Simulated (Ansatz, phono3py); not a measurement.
# KI (Fm-3m): lattice thermal conductivity

Wanted: κ(T), lifetimes and mean free paths for KI.

What experiment has found for this phase:
- thermal conductivity 2.6 W/m/K near room temperature (given in “Combining the AFLOW GIBBS and Elastic Libraries to efficiently and robustly screen thermo-mechanical properties of solids”, 2017, arXiv:1611.05714)
- thermal conductivity 2.6 W/m/K near room temperature (given in “Predicting the lattice thermal conductivity of solids by solving the Boltzmann transport equation: AFLOW - AAPL an automated, accurate and efficient framework”, 2017, arXiv:1611.05481)

Main program and level: Ansatz 0.2.0; DFT LDA, scalar-relativistic, plane waves, PAW, in the first sound run; inputs show where later runs differ.

Report form: the programs' logs are mostly left out.

**1. Set-up**

It takes space group Fm-3m (No. 225, cubic). Conventional cell: a = 7.066 Å, b = 7.066 Å, c = 7.066 Å, α = 90.00°, β = 90.00°, γ = 90.00°. Nearest to K lie 6 I at 3.53 Å. I has 6 K at 3.53 Å nearest. Farther neighbours and most contacts between anions are not listed.

**2. A first coarse run**

A cheap single point shows whether the cell is a metal or an insulator and how far it is from rest; that sets the k-mesh and the occupations of what follows.

Contents of input.yaml:

```yaml
crystal:
  lattice:
    - [0.0, 3.532775, 3.532775]
    - [3.532775, 0.0, 3.532775]
    - [3.532775, 3.532775, 0.0]
  atoms:
    - { symbol: K, position: [0.0, 0.0, 0.0] }
    - { symbol: I, position: [0.5, 0.5, 0.5] }
kpoints:
  mp_grid: { grid: [4, 4, 4] }
hamiltonian:
  xc: lda
scf:
  occupations: { method: gaussian, width: 0.1 }
output:
  forces: true
  stress: true
  eigenvalues: true
```

On the command line:

```console
$ ansatz run input.yaml --threads 8 --pin off --max-ram 16384MiB --backend cpu --events-out ev --progress --plain --runs-dir out
```

Run time: 0.34 s. Hardware: 8 threads of Arm Neoverse V1, shared host; peak memory 0.34 GiB.

A gap read on the k-mesh alone can miss the band edges.

Numbers from this step:

- pressure: -1.306 GPa
- gap on the k-mesh: 3.605 eV
- volume per atom: 44.09 Å³

The start is under -1.3 GPa at this level and looks like an insulator or semiconductor on this mesh.

**3. Finding the static equilibrium**

Phonons are second derivatives about a minimum, so cell and atoms are relaxed first, inside the symmetry of the start.

input.yaml, the sections that differ from step 2:

```yaml
kpoints:
  mp_grid: { grid: [6, 6, 6] }
scf:
  occupations: { method: gaussian, width: 0.02 }
output:
  forces: true
  stress: true
  eigenvalues: true
  write_density: true
  write_potential: true
  elf: true
  volumetric_format: npy
relax:
  adjacent_minimum: "off"
  f_tol: 0.005
  max_steps: 80
  cell: { stress_tol: 0.05 }
# crystal, hamiltonian: as in step 2
```

Run time: 1.8 s. Hardware: 8 threads; peak memory 0.4 GiB; 10 s of CPU time.

Step by step:

```tsv
step	energy less that of the first step (eV)	largest force component (eV/Å)	pressure (GPa)	volume (Å³)
1	0.0000	0.0000	-1.31	88.18
2	-0.0261	0.0000	-0.87	84.45
3	-0.0408	0.0000	0.28	77.92
4	-0.0417	0.0000	-0.04	79.41
5*	-0.0409	0.0000	-0.04	79.41
```

Relaxation steps marked * repeat the geometry before them on a plane-wave basis chosen anew for their cell, so energy and pressure can jump there.

The run keeps the 48 symmetry operations that it works with, so distortions that break them were not tested.

```tsv
conventional cell, symmetrised	before	after	change
a (Å)	7.066	6.823	-3.4 %
b (Å)	7.066	6.823	-3.4 %
c (Å)	7.066	6.823	-3.4 %
volume (Å³/atom)	44.09	39.70	-9.9 %
```

Final coordinates:

```xyz
2
Lattice="0.0000 3.4115 3.4115 3.4115 0.0000 3.4115 3.4115 3.4115 0.0000" Properties=species:S:1:pos:R:3 pbc="T T T"
K     0.0000    0.0000    0.0000
I     3.4115    3.4115    3.4115
```

This step gave:

```yaml
pressure: -0.03839 GPa
gap_on_the_k_mesh: 3.863 eV
volume_per_atom: 39.70 Å³
```

Electrostatic potential energy in the ac plane of the conventional cell at fractional y = 0.000, with atoms of K and I within 0.2 Å of it. With pseudopotentials it is smooth inside the atoms' cores, unlike the true potential.

Ten even steps from '_' (-38 eV) to '@' (8 eV), each cell a mean:
```
__..++%%@@@@%%++##@@@@++**@@@@@@##--__
::==##@@@@@@%%**++**++++##@@@@@@%%**--
##%%@@@@@@@@@@%%##****##@@@@@@@@@@%%##
@@@@@@@@@@@@@@@@@@%%@@@@@@@@@@@@@@@@@@
@@@@@@@@@@@@@@@@@@@@@@@@@@@@@@@@@@@@@@
@@@@@@@@@@@@@@@@@@@@@@@@@@@@@@@@@@@@@@
**##%%@@@@@@@@@@%%####%%@@@@@@@@@@##**
**++**%%@@@@@@##==::--**%%@@@@@@##++++
@@##++%%@@@@%%++..____--##@@@@@@**++@@
@@%%++##@@@@%%++______::##@@@@%%****@@
%%**++%%@@@@%%**::__..==%%@@@@@@##++##
++++##@@@@@@@@%%**++++##@@@@@@@@%%**++
##%%@@@@@@@@@@@@%%%%%%@@@@@@@@@@@@%%%%
@@@@@@@@@@@@@@@@@@@@@@@@@@@@@@@@@@@@@@
@@@@@@@@@@@@@@@@@@@@@@@@@@@@@@@@@@@@@@
%%%%@@@@@@@@@@@@%%##%%%%@@@@@@@@@@@@%%
++**%%@@@@@@@@##++++++**%%@@@@@@@@##++
__::**%%@@@@%%++**%%##++##@@@@@@%%==..
____++%%@@@@##++%%@@@@****@@@@@@##::__
```
Columns run along a (6.8 Å; values clipped at the 3rd and 97th percentile), rows up along c (6.8 Å), edges of the conventional cell, whose origin can differ from the input's. Atoms in or near the plane, at fractional coordinates: K at (0.00, 0.00), K at (0.50, 0.50), I at (0.50, 0.00), I at (0.00, 0.50).

Valence density in the ac plane of the conventional cell at fractional y = 0.000, with atoms of K and I within 0.2 Å of it. It is the smooth field of the valence electrons, not physical close to the nuclei.

Values in e/Å³, 10 rows by 16 columns, each cell a mean:
```
 3  2  0  0  0  0  1  7  9  3  1  0  0  0  1  3
 0  0  0  0  0  0  0  1  1  0  0  0  0  0  0  0
 0  0  0  0  0  0  0  0  0  0  0  0  0  0  0  0
 1  1  0  0  0  0  0  1  1  0  0  0  0  0  0  1
12  4  1  0  0  0  1  3  4  2  0  0  0  0  2  9
 9  3  1  0  0  0  1  3  3  2  0  0  0  0  1  7
 1  0  0  0  0  0  0  0  0  0  0  0  0  0  0  1
 0  0  0  0  0  0  0  0  0  0  0  0  0  0  0  0
 1  0  0  0  0  0  0  1  1  1  0  0  0  0  0  1
 4  2  0  0  0  0  2  9 12  4  1  0  0  0  1  3
```
Columns run along a (6.8 Å), rows up along c (6.8 Å), edges of the conventional cell, whose origin can differ from the input's. Atoms in or near the plane, at fractional coordinates: K at (0.00, 0.00), K at (0.50, 0.50), I at (0.50, 0.00), I at (0.00, 0.50).

ELF in the ac plane of the conventional cell at fractional y = 0.000, with atoms of K and I within 0.2 Å of it. It is the smooth field of the valence electrons, not physical close to the nuclei.

Values, 10 rows by 16 columns, each cell a mean:
```
0.81 0.83 0.49 0.09 0.47 0.74 0.61 0.40 0.37 0.54 0.71 0.65 0.16 0.27 0.76 0.82
0.42 0.29 0.09 0.04 0.29 0.64 0.72 0.71 0.70 0.72 0.70 0.44 0.09 0.05 0.22 0.39
0.42 0.40 0.31 0.13 0.06 0.14 0.22 0.26 0.26 0.24 0.17 0.07 0.07 0.24 0.37 0.41
0.66 0.70 0.73 0.53 0.11 0.07 0.36 0.58 0.61 0.47 0.17 0.05 0.35 0.71 0.73 0.67
0.32 0.48 0.69 0.66 0.16 0.31 0.81 0.81 0.75 0.84 0.55 0.10 0.48 0.73 0.58 0.34
0.37 0.54 0.71 0.65 0.16 0.27 0.76 0.82 0.81 0.83 0.49 0.09 0.47 0.74 0.61 0.40
0.70 0.72 0.70 0.44 0.09 0.05 0.22 0.39 0.42 0.29 0.09 0.04 0.29 0.64 0.72 0.71
0.26 0.24 0.17 0.07 0.07 0.24 0.37 0.41 0.42 0.40 0.31 0.13 0.06 0.14 0.22 0.26
0.61 0.47 0.17 0.05 0.35 0.71 0.73 0.67 0.66 0.70 0.73 0.53 0.11 0.07 0.36 0.58
0.75 0.84 0.55 0.10 0.48 0.73 0.58 0.34 0.32 0.48 0.69 0.66 0.16 0.31 0.81 0.81
```
Columns run along a (6.8 Å), rows up along c (6.8 Å), edges of the conventional cell, whose origin can differ from the input's. Atoms in or near the plane, at fractional coordinates: K at (0.00, 0.00), K at (0.50, 0.50), I at (0.50, 0.00), I at (0.00, 0.50).

The relaxation ends with a pressure of -0.04 GPa.

**4. A second relaxation**

The relaxation is run once more from where the first one ended, as the script does after a large change of volume or of the gap, with mesh and occupations reviewed.

input.yaml: that of step 3 with these lines changed.

```diff
@@ -2,5 +2,5 @@
   lattice:
-    - [0.0, 3.532775, 3.532775]
-    - [3.532775, 0.0, 3.532775]
-    - [3.532775, 3.532775, 0.0]
+    - [0.0, 3.4114960117, 3.4114960117]
+    - [3.4114960117, 0.0, 3.4114960117]
+    - [3.4114960117, 3.4114960117, 0.0]
   atoms:
```

Elapsed: 0.8 s, on 8 threads; peak memory 0.38 GiB; 4.1 s of CPU time.

Little changed from the start: no atom moved by 0.005 Å and no cell edge by 0.1 %.

ELF in the ac plane of the conventional cell at fractional y = 0.000, with atoms of K and I within 0.2 Å of it. It is the smooth field of the valence electrons, not physical close to the nuclei.

Values, 10 rows by 16 columns, each cell a mean:
```
0.81 0.83 0.49 0.09 0.47 0.74 0.61 0.40 0.37 0.54 0.71 0.65 0.16 0.27 0.76 0.82
0.42 0.29 0.09 0.04 0.29 0.64 0.72 0.71 0.70 0.72 0.70 0.44 0.09 0.05 0.22 0.39
0.42 0.40 0.31 0.13 0.06 0.14 0.22 0.26 0.26 0.24 0.17 0.07 0.07 0.24 0.37 0.41
0.66 0.70 0.73 0.53 0.11 0.07 0.36 0.58 0.61 0.47 0.17 0.05 0.35 0.71 0.73 0.67
0.32 0.48 0.69 0.66 0.16 0.31 0.81 0.81 0.75 0.84 0.55 0.10 0.48 0.73 0.58 0.34
0.37 0.54 0.71 0.65 0.16 0.27 0.76 0.82 0.81 0.83 0.49 0.09 0.47 0.74 0.61 0.40
0.70 0.72 0.70 0.44 0.09 0.05 0.22 0.39 0.42 0.29 0.09 0.04 0.29 0.64 0.72 0.71
0.26 0.24 0.17 0.07 0.07 0.24 0.37 0.41 0.42 0.40 0.31 0.13 0.06 0.14 0.22 0.26
0.61 0.47 0.17 0.05 0.35 0.71 0.73 0.67 0.66 0.70 0.73 0.53 0.11 0.07 0.36 0.58
0.75 0.84 0.55 0.10 0.48 0.73 0.58 0.34 0.32 0.48 0.69 0.66 0.16 0.31 0.81 0.81
```
Columns run along a (6.8 Å), rows up along c (6.8 Å), edges of the conventional cell, whose origin can differ from the input's. Atoms in or near the plane, at fractional coordinates: K at (0.00, 0.00), K at (0.50, 0.50), I at (0.50, 0.00), I at (0.00, 0.50).

Electrostatic potential energy in the ac plane of the conventional cell at fractional y = 0.000, with atoms of K and I within 0.2 Å of it. With pseudopotentials it is smooth inside the atoms' cores, unlike the true potential.

Ten even steps from '_' (-38 eV) to '@' (8 eV), each cell a mean:
```
__..++%%@@@@%%++##@@@@++**@@@@@@##--__
::==##@@@@@@%%**++**++++##@@@@@@%%**--
##%%@@@@@@@@@@%%##****##@@@@@@@@@@%%##
@@@@@@@@@@@@@@@@@@%%@@@@@@@@@@@@@@@@@@
@@@@@@@@@@@@@@@@@@@@@@@@@@@@@@@@@@@@@@
@@@@@@@@@@@@@@@@@@@@@@@@@@@@@@@@@@@@@@
**##%%@@@@@@@@@@%%####%%@@@@@@@@@@##**
**++**%%@@@@@@##==::--**%%@@@@@@##++++
@@##++%%@@@@%%++..____--##@@@@@@**++@@
@@%%++##@@@@%%++______::##@@@@%%****@@
%%**++%%@@@@%%**::__..==%%@@@@@@##++##
++++##@@@@@@@@%%**++++##@@@@@@@@%%**++
##%%@@@@@@@@@@@@%%%%%%@@@@@@@@@@@@%%%%
@@@@@@@@@@@@@@@@@@@@@@@@@@@@@@@@@@@@@@
@@@@@@@@@@@@@@@@@@@@@@@@@@@@@@@@@@@@@@
%%%%@@@@@@@@@@@@%%##%%%%@@@@@@@@@@@@%%
++**%%@@@@@@@@##++++++**%%@@@@@@@@##++
__::**%%@@@@%%++**%%##++##@@@@@@%%==..
____++%%@@@@##++%%@@@@****@@@@@@##::__
```
Columns run along a (6.8 Å; values clipped at the 3rd and 97th percentile), rows up along c (6.8 Å), edges of the conventional cell, whose origin can differ from the input's. Atoms in or near the plane, at fractional coordinates: K at (0.00, 0.00), K at (0.50, 0.50), I at (0.50, 0.00), I at (0.00, 0.50).

Valence density in the ac plane of the conventional cell at fractional y = 0.000, with atoms of K and I within 0.2 Å of it. It is the smooth field of the valence electrons, not physical close to the nuclei.

Ten steps, logarithmic in the rise over the least value, from '_' (0 e/Å³) to '@' (17 e/Å³), each cell a mean:
```
****==..__..::==##@@%%**--..____::++**
++==::______::--++****==::..____..--++
--::..______..::------::..________..::
______________....::....______________
______________________________________
......____________________________....
----::..______..::::::..________..::--
**++--..______::==++++--..____..::==**
@@##==::..__..==******++::____..--**%%
@@%%==::..__..==**##**++::____::--**@@
%%**--::..__..--++****==::____..--++##
==--::..______..--====::..____..::--==
::::..__________......__________..::::
....________________________________..
________________......________________
....__________..::::::....__________..
==--..______..::--====--::..____..::==
**++--..__..::--**%%##++--..____::==**
##**==..__..::==%%@@@@**--..____--++**
```
Columns run along a (6.8 Å), rows up along c (6.8 Å), edges of the conventional cell, whose origin can differ from the input's. Atoms in or near the plane, at fractional coordinates: K at (0.00, 0.00), K at (0.50, 0.50), I at (0.50, 0.00), I at (0.00, 0.50).

**5. Relaxing to small residual forces and stress**

The thresholds are tightened for a last relaxation ahead of the phonons, and where mesh or smearing change with them the cell follows.

input.yaml, the sections that differ from step 4:

```yaml
scf:
  occupations: { method: fixed }
output:
  forces: true
  stress: true
  eigenvalues: true
relax:
  adjacent_minimum: "off"
  f_tol: 0.001
  max_steps: 60
  cell: { stress_tol: 0.01 }
# crystal, kpoints, hamiltonian: as in step 4
```

Elapsed: 1.3 s, on 8 threads; peak memory 0.38 GiB; 7.2 s of CPU time.

Little changed from the start: no atom moved by 0.005 Å and no cell edge by 0.1 %.

Numbers from this step:

```yaml
pressure: 2.07e-4 GPa
gap_on_the_k_mesh: 3.869 eV
volume_per_atom: 39.61 Å³
```

The residual pressure is 2.1e-4 GPa, small enough for phonons.

**6. A faulty attempt**

This input was changed on purpose, to see how the program answers.

Contents of input.yaml:

```yaml
crystal:
  lattice:
    - [0.0, 3.4087402574, 3.4087402574]
    - [3.4087402574, 0.0, 3.4087402574]
    - [3.4087402574, 3.4087402574, 0.0]
  atoms:
    - { symbol: K, position: [0.0, 0.0, 0.0] }
    - { symbol: I, position: [0.5, 0.5, 0.5] }
kpoints:
  mp_grid: { grid: [4, 4, 4] }
hamiltonian:
  xc: lda
scf:
  occupations: { method: fixed }
  max_iter: 80
output:
  eigenvalues: true
phonons:
  supercell: [2, 2, 2]
  dielectric: false
  third_order: { supercell: [2, 2, 2], pair_cutoff: 6.3 }
  lattice_thermal_conductivity:
    qmesh: [9, 9, 9]
    temperatures: [300]
    isotope_mass_variance: [{ species: I, variance: 0.0 }, { species: K, variance: 0.000164 }]
```

It took 0.11 s on 8 threads; peak memory 0.098 GiB.

The input was rejected at the start.

The program's message: “Error: invalid value for `phonons.third_order.pair_cutoff`: 6.300 Å is not below 4.821 Å, half the shortest translation of the third-order supercell, so a pair of sites would have two images within it …”

The fault put into the input: a pair cutoff beyond half of the supercell.

**7. Relaxing at another setting**

The functional, the potentials or the cutoff change, so the crystal is relaxed again at the new setting.

This step: DFT LDA, spin-orbit coupling, plane waves, PAW (Ansatz 0.2.0).

Contents of input.yaml:

```yaml
crystal:
  lattice:
    - [0.0, 3.4087402574, 3.4087402574]
    - [3.4087402574, 0.0, 3.4087402574]
    - [3.4087402574, 3.4087402574, 0.0]
  atoms:
    - { symbol: K, position: [0.0, 0.0, 0.0] }
    - { symbol: I, position: [0.5, 0.5, 0.5] }
kpoints:
  mp_grid: { grid: [6, 6, 6] }
hamiltonian:
  xc: lda
  pseudopotentials: { kind: paw_fr }
scf:
  occupations: { method: fixed }
output:
  forces: true
  stress: true
  eigenvalues: true
magnetization:
  noncollinear: true
  spin_orbit: true
relax:
  adjacent_minimum: "off"
  f_tol: 0.001
  max_steps: 60
  cell: { stress_tol: 0.01 }
```

Elapsed: 4.2 s, on 8 threads; peak memory 0.73 GiB.

Little changed from the start: no atom moved by 0.005 Å and no cell edge by 0.1 %.

Numbers from this step:

| Quantity | Value |
| --- | --- |
| pressure | 0.008840 GPa |
| gap on the k-mesh | 3.531 eV |
| volume per atom | 39.63 Å³ |

The residual pressure is 0.0088 GPa, small enough for phonons.

**8. A cheap rung**

A small supercell and a short cutoff cost little, and show how far such settings carry.

Contents of input.yaml:

```yaml
crystal:
  lattice:
    - [0.0, 3.4093804189, 3.4093804189]
    - [3.4093804189, 0.0, 3.4093804189]
    - [3.4093804189, 3.4093804189, 0.0]
  atoms:
    - { symbol: K, position: [0.0, 0.0, 0.0] }
    - { symbol: I, position: [0.5, 0.5, 0.5] }
kpoints:
  mp_grid: { grid: [4, 4, 4] }
hamiltonian:
  xc: lda
  pseudopotentials: { kind: paw_fr }
scf:
  occupations: { method: fixed }
output:
  eigenvalues: true
magnetization:
  noncollinear: true
  spin_orbit: true
phonons:
  method: fd
  dielectric: true
  qmesh: [4, 4, 4]
  temperatures: { t_max: 1000, t_step: 50 }
  qpath:
    path:
      - [[0.0, 0.0, 0.0], [0.5, 0.0, 0.5], [0.625, 0.25, 0.625]]
      - [[0.375, 0.375, 0.75], [0.0, 0.0, 0.0], [0.5, 0.5, 0.5], [0.5, 0.25, 0.75], [0.5, 0.0, 0.5]]
    npoints: 10
  third_order: { supercell: [2, 2, 2], pair_cutoff: 3.559 }
  lattice_thermal_conductivity:
    qmesh: [15, 15, 15]
    temperatures: [100.0, 150.0, 200.0, 300.0, 400.0, 500.0]
    isotope_mass_variance: [{ species: I, variance: 0.0 }, { species: K, variance: 0.000164 }]
```

Run time: 26 min. Hardware: 8 threads; peak memory 11 GiB.

This step gave:

```yaml
gamma_frequencies: 0, 0, 0, 114.5, 114.5, 114.5 cm⁻¹ (negative: imaginary)
lowest_frequency_on_the_path: 0 cm⁻¹
zero_point_energy: 0.03077 eV/cell
point_group: m-3m
highest_frequency: 145.5 cm⁻¹
debye_temperature_from_the_second_moment: 168 K
kappa_at_300_k_relaxation_time: 5.854 W/m/K
kappa_at_300_k_full_solution: 6.343 W/m/K
dipole_term: run
mean_free_path_at_half_of_kappa: 37.7 nm
share_of_kappa_above_the_three_lowest_branches: 0.023
third_order_blocks: 38
periodic_aliases_dropped: 0
largest_relative_sum_rule_correction: 0.03157
displaced_cells_third_order: 22
```

W/m/K. Kappa, by row:

```tsv
T (K)	RTA xx	RTA yy	RTA zz	full xx	full yy	full zz	coherence part xx	coherence part yy	coherence part zz	ending	iterations	least Ritz value
100	18.54	18.54	18.54	20.04	20.04	20.04	0.01719	0.01719	0.01719	converged	9	0.581
150	11.92	11.92	11.92	12.89	12.89	12.89	0.02471	0.02471	0.02471	converged	9	0.571
200	8.832	8.832	8.832	9.563	9.563	9.563	0.03086	0.03086	0.03086	converged	9	0.567
300	5.854	5.854	5.854	6.343	6.343	6.343	0.04093	0.04093	0.04093	converged	9	0.563
400	4.395	4.395	4.395	4.763	4.763	4.763	0.04905	0.04905	0.04905	converged	9	0.561
500	3.528	3.528	3.528	3.823	3.823	3.823	0.05568	0.05568	0.05568	converged	9	0.56
```

This rung gives 5.85 W/(m K) at 300 K by relaxation time, but with 16 atoms, 1 neighbour distance inside the cutoff and a 15×15×15 mesh it is a test, not the conductivity of the crystal.

**9. Outcome**

```json
{
  "conductivity": "not obtained on sound settings"
}
```

No conductivity was obtained: no run with a large enough supercell and cutoff finished.

[Logs are printed without paths, hosts, clocks, repeated set-up lines and the standing remarks that a program may print on its own settings, such as how far it seeks lower states.]

[Hosts, paths, dates, database ids (printed as entryN), source tags and the programs' standing remarks are cut or masked in the printed files.]

[A step with changed settings may run another functional than the one named; its input shows which.]
